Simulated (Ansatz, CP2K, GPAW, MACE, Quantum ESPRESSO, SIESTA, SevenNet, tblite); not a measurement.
# Running random rock-salt alloy of CaS and PbS (64 atoms) with tblite

Aim: run random rock-salt alloy of CaS and PbS (64 atoms) in tblite and see how near its forces come to a plane-wave reference, and at what cost.

Program: tblite 0.8.0. Level of theory: the method is named at each step. Results are calculated unless marked as measured.

## Step 1: The starting structure

The cell holds 64 atoms: 12 Pb, 32 S and 20 Ca. Its edges and angles: a = 11.565 Å, b = 11.565 Å, c = 11.565 Å, α = 90.0°, β = 90.0°, γ = 90.0°. It derives from CaS (rock-salt), repeated 2×2×2. Rock-salt CaS, 2 x 2 x 2 conventional cells, 12 of 32 Ca sites given to Pb at random (x = 0.375), lattice by Vegard's rule (a = 5.782 Å); not relaxed, displaced by a Gaussian of 0.02 Å. Then every atom was moved at random, 0.05 Å r.m.s. a Cartesian component.

The yardstick, on the same geometry:

```
method                                           : Kohn-Sham DFT, PBE, SSSP efficiency 1.3.0 pseudopotentials, plane waves (Quantum ESPRESSO 7.5); sssp-pbe-1.3.0-efficiency, cutoffs 45/360 Ry, Γ point
r.m.s. force component                           : 0.4224 eV/Å
longest force                                    : 1.37 eV/Å
pressure                                         : 2.787 GPa
gap (highest filled to lowest empty level) : 1.836 eV
time                                             : 5.8 min on 4 MPI ranks of Arm Neoverse V2, shared host
CPU time                                         : 23 min
```

## Step 2: IPEA1-xTB

Method: IPEA1-xTB tight binding, diagonalisation.

File run.py:

```python
import numpy as np
from ase.io import read
from tblite.ase import TBLite

atoms = read("structure.xyz")
atoms.calc = TBLite(method="IPEA1-xTB", electronic_temperature=580, accuracy=1.0, max_iterations=250, mixer_damping=0.1, verbosity=1)
energy = atoms.get_potential_energy()
forces = atoms.get_forces()
print(f"energy {energy:.6f} eV")
print("forces (eV/A)")
for i, (a, f) in enumerate(zip(atoms, forces)):
    print(f"{i:4d} {a.symbol:2s} {f[0]:10.5f} {f[1]:10.5f} {f[2]:10.5f}")
stress = -atoms.get_stress(voigt=False) * 160.21766
print("stress (GPa, compression positive)")
for row in stress:
    print(" ".join(f"{x:10.4f}" for x in row))
print("charges (e)")
print(np.array2string(atoms.get_charges(), precision=4, suppress_small=True, max_line_width=110, threshold=100000))
```

File structure.xyz:

```xyz
64
Lattice="11.56460 0.00000 0.00000 0.00000 11.56460 0.00000 0.00000 0.00000 11.56460" Properties=species:S:1:pos:R:3 pbc="T T T"
Pb 11.51811 11.55419 11.49128
S 2.96539 11.55072 11.50805
Pb 11.53187 2.91555 2.95545
S 2.88999 2.89173 2.90850
Ca 2.81876 11.54806 2.89543
S 0.01596 0.01943 2.85542
Ca 2.91150 2.80858 0.01712
S 0.04822 2.79690 0.02556
Pb 0.11611 11.49822 5.83006
S 2.81274 0.00197 5.78947
Ca 11.50828 2.87369 8.64026
S 2.81482 2.95290 8.55734
Ca 2.91983 11.55315 8.62580
S 0.01688 11.52436 8.70097
Pb 2.87057 2.94932 5.84105
S 0.02729 2.93602 5.77906
Ca 0.08037 5.80635 0.02683
S 2.85125 5.78357 11.49359
Pb 11.53916 8.58371 2.89820
S 2.95348 8.73359 2.95695
Ca 2.89022 5.76935 2.82859
S 0.05759 5.80578 2.92029
Pb 2.97661 8.69831 11.53870
S 0.06418 8.70225 11.52274
Pb 11.51002 5.71846 5.75697
S 2.91208 5.72887 5.86441
Ca 0.02047 8.63957 8.78181
S 2.86143 8.66374 8.72121
Ca 2.93174 5.70308 8.60395
S 11.48642 5.69857 8.60707
Ca 2.83980 8.61412 5.81110
S 11.54159 8.65738 5.74125
Ca 5.77351 0.14745 11.55940
S 8.71867 11.55905 11.55061
Pb 5.68724 2.95822 2.94296
S 8.68513 2.89335 2.82292
Ca 8.63332 11.51117 2.99338
S 5.72806 11.49116 2.87380
Ca 8.65437 2.87103 0.03493
S 5.82671 2.91301 11.56125
Ca 5.78311 0.01110 5.78612
S 8.63425 0.00555 5.75755
Ca 5.80809 2.84223 8.66801
S 8.65969 2.89497 8.69924
Pb 8.66223 11.53488 8.66339
S 5.71268 0.06314 8.68455
Ca 8.74423 2.97650 5.76148
S 5.67914 2.89265 5.76345
Ca 5.80427 5.72714 0.03550
S 8.60418 5.77825 11.54425
Ca 5.78022 8.65957 2.91613
S 8.66212 8.63228 2.82419
Pb 8.72873 5.75628 2.95348
S 5.79479 5.83642 2.84813
Ca 8.62430 8.74411 0.00671
S 5.68828 8.61285 0.03654
[... 4 atom lines left out ...]
Pb 8.60788 5.72320 8.64419
S 5.73766 5.74876 8.66362
Pb 8.72295 8.78331 5.92223
S 5.80763 8.62152 5.89101
```

Command:

```
$ OMP_NUM_THREADS=1 python run.py > output.txt
```

The program printed:

```text
------------------------------------------------------------
  cycle        total energy    energy error   density error
------------------------------------------------------------
      1     -147.1514080924  -1.4676325E+02   8.3802573E-01
      2     -150.2525877335  -3.1011796E+00   6.8587405E-01
      3     -152.6742446896  -2.4216570E+00   3.6630865E-01
      4     -153.3535021301  -6.7925744E-01   3.0538302E-01
      5     -153.4755277153  -1.2202559E-01   7.4285790E-02
      6     -153.5000365361  -2.4508821E-02   5.0821432E-02
      7     -153.5466879522  -4.6651416E-02   1.4803182E-02
      8     -153.5463376166   3.5033560E-04   9.8527956E-03
      9     -153.5481963896  -1.8587730E-03   4.5356167E-03
     10     -153.5480545085   1.4188103E-04   3.5781982E-03
     11     -153.5482445862  -1.9007769E-04   2.0971830E-03
     12     -153.5483220900  -7.7503770E-05   3.6186756E-04
     13     -153.5483248336  -2.7435917E-06   1.0772560E-04
     14     -153.5483248457  -1.2093210E-08   8.7183076E-05
     15     -153.5483249024  -5.6705744E-08   3.9533417E-05
     16     -153.5483249164  -1.4059111E-08   1.5342345E-05
------------------------------------------------------------
 total:                                   3.174 sec
energy -4178.262743 eV
forces (eV/A)
   0 Pb    0.21060    0.22003    0.27442
   1 S     0.00547    0.48095    0.17636
   2 Pb   -0.36234   -0.62510   -0.34200
   3 S     0.15123   -0.01011   -0.84661
   4 Ca   -0.28620    0.14074    0.10881
   5 S    -0.07847    0.19625    0.67190
   6 Ca   -0.06138    0.25492   -0.17950
   7 S    -0.30579    0.79025   -0.18301
   8 Pb   -0.20359   -0.28130   -0.30989
   9 S     0.66774   -0.51536    0.03658
  10 Ca   -0.14792   -0.09926   -0.06048
  11 S     0.15007   -0.34978    1.00084
  12 Ca   -0.18134    0.12527    0.14136
  13 S     0.32720   -0.09058   -0.44575
  14 Pb    0.10694   -0.13560   -0.20225
  15 S    -0.89787   -0.23164    0.44456
  16 Ca   -0.34286   -0.16145   -0.18412
  17 S     0.18187   -0.43396    0.28148
  18 Pb    0.12448    0.44777   -0.03051
  19 S    -0.23070   -0.36117    0.33272
  20 Ca    0.06064    0.05980   -0.04562
  21 S     0.28501   -0.07431   -0.57473
  22 Pb   -0.10235   -0.25609   -0.01803
  23 S    -1.01976   -0.73416    0.06633
[...]
56 Ca    0.01983   -0.20207   -0.08865
  57 S    -0.83862   -0.34587   -0.01574
  58 Ca   -0.23049    0.08484    0.06761
  59 S     0.38271    0.69642    0.79593
  60 Pb   -0.17221   -0.23526    0.43879
  61 S    -0.32208    0.12596    0.08396
  62 Pb   -0.58396   -0.57988   -0.54502
  63 S    -0.38558    0.29764   -0.16704
stress (GPa, compression positive)
   -7.7330    -0.1038     0.1491
   -0.1038    -6.4091    -0.0804
    0.1491    -0.0804    -7.0696
charges (e)
[ 0.4323 -0.3856  0.4689 -0.4669  0.424  -0.5964  0.3951 -0.3862  0.4577 -0.3595  0.4121 -0.3947  0.4211
 -0.4518  0.3835 -0.4204  0.3754 -0.4097  0.4168 -0.4042  0.4117 -0.415   0.3856 -0.3788  0.423  -0.4008
  0.3993 -0.4066  0.4089 -0.3998  0.3684 -0.4371  0.4229 -0.3666  0.433  -0.4642  0.3774 -0.4217  0.429
 -0.3725  0.4204 -0.3751  0.4287 -0.4765  0.4396 -0.3786  0.3881 -0.3898  0.432  -0.4994  0.3933 -0.395
  0.4294 -0.3691  0.3858 -0.4006  0.4087 -0.4296  0.4458 -0.4371  0.4869 -0.3826  0.3715 -0.4044]
```

The job ended after 3.6 s (1 thread of Arm Neoverse V2, shared host; peak memory 0.13 GiB).

Banners, paths, timers and routine set-up lines are dropped from the logs unmarked, and long logs keep their key lines alone; longer cuts are marked.

Numbers from this run, and their distance from the reference:

| Item | Value |
| --- | --- |
| r.m.s. force component | 0.3587 eV/Å |
| r.m.s. difference of force components | 185.5 meV/Å |
| longest difference of force vectors | 579.6 meV/Å |
| force difference over r.m.s. force | 43.9 % |
| slope of forces against the reference's | 0.7641 |
| correlation of force components | 0.8999 |
| pressure | -7.071 GPa |
| pressure difference | -9.858 GPa |

Length of the force difference by element (eV/Å):

```
element  atoms  mean  most
     Ca     20  0.30  0.58
     Pb     12  0.34  0.48
      S     32  0.29  0.47
```

A closer look about S24, which bears the longest force: 9 atoms, nearest first, numbered in the order of the input, with positions taken from that point.

```
atom      x      y      z  distance (Å)  bonds  Mulliken charge (e)     Fx     Fy  Fz (eV/Å)
 S24   0.00   0.00   0.00          0.00      6                -0.38  -1.02  -0.73       0.07
Ca27  -0.04  -0.06  -2.74          2.74      6                 0.40  -0.17   0.09      -0.30
 Pb1  -0.11   2.85  -0.03          2.85      6                 0.43   0.21   0.22       0.27
Ca17   0.02  -2.90   0.07          2.90      6                 0.38  -0.34  -0.16      -0.18
Pb23   2.91   0.00   0.02          2.91      6                 0.39  -0.10  -0.26      -0.02
Pb19  -0.09  -0.12   2.94          2.94      6                 0.42   0.12   0.45      -0.03
Ca55  -3.00   0.04   0.05          3.01      6                 0.39  -0.01  -0.49      -0.29
 S28   2.80  -0.04  -2.80          3.96      6                -0.41  -0.07  -0.12      -0.48
 S14  -0.05   2.82  -2.82          3.99      6                -0.45   0.33  -0.09      -0.45
```

Atoms are counted from 1 here, from 0 in the log.

Forces lie 44 % from the reference's, at 0.0026 times its CPU time (on 1 against 4 cores).

## Step 3: GFN1-xTB

Method: GFN1-xTB tight binding, diagonalisation.

run.py, as its differences from that of step 2:

```diff
@@ -5,3 +5,3 @@
 atoms = read("structure.xyz")
-atoms.calc = TBLite(method="IPEA1-xTB", electronic_temperature=580, accuracy=1.0, max_iterations=250, mixer_damping=0.1, verbosity=1)
+atoms.calc = TBLite(method="GFN1-xTB", electronic_temperature=580, accuracy=1.0, max_iterations=250, mixer_damping=0.1, verbosity=1)
 energy = atoms.get_potential_energy()
```

structure.xyz is that of step 2.

The program printed:

```text
------------------------------------------------------------
  cycle        total energy    energy error   density error
------------------------------------------------------------
      1     -134.2961813184  -1.3387823E+02   9.0159661E-01
      2     -149.8215470206  -1.5525366E+01   6.1206845E-01
      3     -152.5744972555  -2.7529502E+00   4.5324908E-01
[...]
26     -153.8645009235  -1.0104682E-07   3.9938160E-05
     27     -153.8645009798  -5.6330407E-08   1.6384170E-05
------------------------------------------------------------
 total:                                   3.807 sec
energy -4186.866332 eV
forces (eV/A)
   0 Pb    0.22067    0.10110    0.33979
   1 S     0.08584    0.51796    0.15088
   2 Pb   -0.48354   -1.03403   -0.12654
[...]
62 Pb   -0.33285   -0.63370   -0.33805
  63 S    -0.41646    0.10329    0.01562
stress (GPa, compression positive)
   -8.3944     0.0291    -0.0485
    0.0291    -6.3607     0.0400
   -0.0485     0.0400    -7.3809
charges (e)
[ 0.481  -0.1664  0.5057 -0.2692  0.0717 -0.3943  0.0078 -0.1599  0.5078 -0.1546  0.0242 -0.1528  0.0674
 -0.2623  0.4099 -0.2574 -0.0271 -0.1522  0.4495 -0.1711  0.0445 -0.2617  0.4372 -0.175   0.4429 -0.169
  0.0217 -0.1536  0.0781 -0.1722 -0.0833 -0.2746  0.1006 -0.158   0.4939 -0.2597 -0.054  -0.1547  0.0831
 -0.13    0.0979 -0.1778  0.089  -0.2489  0.4893 -0.1373 -0.0697 -0.1737  0.118  -0.2581  0.0202 -0.1881
  0.4623 -0.1551 -0.0309 -0.1511  0.0563 -0.2719  0.1278 -0.2632  0.5483 -0.1393  0.3864 -0.1444]
```

Run time: 4.3 s. Hardware: 1 thread; peak memory 0.13 GiB.

Against the reference:

| Item | Value |
| --- | --- |
| r.m.s. force component | 0.3031 eV/Å |
| r.m.s. difference of force components | 276.5 meV/Å |
| longest difference of force vectors | 907.1 meV/Å |
| force difference over r.m.s. force | 65.47 % |
| slope of forces against the reference's | 0.5431 |
| correlation of force components | 0.7569 |
| pressure | -7.379 GPa |
| pressure difference | -10.17 GPa |

Against the first run (44 %), the force difference from the reference is 65 %, at 1.2 times the CPU time (27 SCF steps against 16).

## Step 4: The ladder

Differences are against the plane-wave reference, forces as r.m.s. over components; share is that over the reference's r.m.s. force, slope the least-squares factor from reference forces to these. Total energies of different programs have different zeros and aren't compared.

```
             run  Δ force, r.m.s. (meV/Å)  share (%)  slope  Δ pressure (GPa)  cores  CPU time  memory (GiB)
       reference                        -          -      -                 -      4    23 min           3.5
tblite IPEA1-xTB                      185       43.9  0.764             -9.86      1     3.6 s          0.13
 tblite GFN1-xTB                      277       65.5  0.543             -10.2      1     4.3 s          0.13
```

CPU time is summed over cores on a shared host, where runs went side by side, so it is rough. Symmetry, cutoffs, thresholds, outputs and thread counts weren't matched or tuned between programs; memory under MPI is the largest rank's times the ranks.

A second geometry, displaced anew (every atom was moved at random, 0.04 Å r.m.s. a Cartesian component), gives an energy difference that all programs can be tested on. The reference puts it at -12.45 meV/atom.

```
             run  energy less the first geometry's (meV/atom)  error (meV/atom)  force share at the second geometry (%)
tblite IPEA1-xTB                                       -7.809              4.64                                    54.3
 tblite GFN1-xTB                                       -6.390              6.06                                    73.5
```

## Step 5: Results

```yaml
nearest_in_forces: tblite IPEA1-xTB, 44 %
its_cpu_time: 3.6 s
```

What this shows: Tight binding differs by 44 % (tblite IPEA1-xTB) to 65 % (tblite GFN1-xTB); it is another model, with fitted parameters of its own, and the xTB methods hold dispersion. IPEA1-xTB was fitted to ionisation energies and electron affinities, not to forces or charges. Of the electronic-structure runs that take under half the reference's CPU time, tblite IPEA1-xTB comes nearest, at 44 % in 3.6 s against 23 min; its pressure misses by -9.9 GPa. The energy difference between the two geometries, -12.5 meV/atom in the reference, is met best by tblite IPEA1-xTB (+4.64) and worst by tblite GFN1-xTB (+6.06). Periodic xTB results under one method name differ between programs and library versions. The reference's pressure holds the uncorrected Pulay stress of its 45 Ry basis, so small pressure differences, and their order, may be the reference's own error. The host structure and its lattice constant were typed by rule, without a check against the phase diagram. The reference's pressure of 2.8 GPa belongs to a cell and atoms that aren't relaxed at this level. The electronic-structure runs sample only Γ, in a cell whose shortest periodic width is 12 Å. Spin–orbit coupling is left out, which matters for the levels of the heavy elements.

[Also dropped from logs without a mark: logging warnings of Python, and SIESTA's first energy breakdown and zero terms.]

[Logs are printed without paths, hosts, clocks, repeated set-up lines and the standing remarks that a program may print on its own settings, such as how far it seeks lower states.]

[Hosts, paths, dates, database ids (printed as entryN), source tags and the programs' standing remarks are cut or masked in the printed files.]
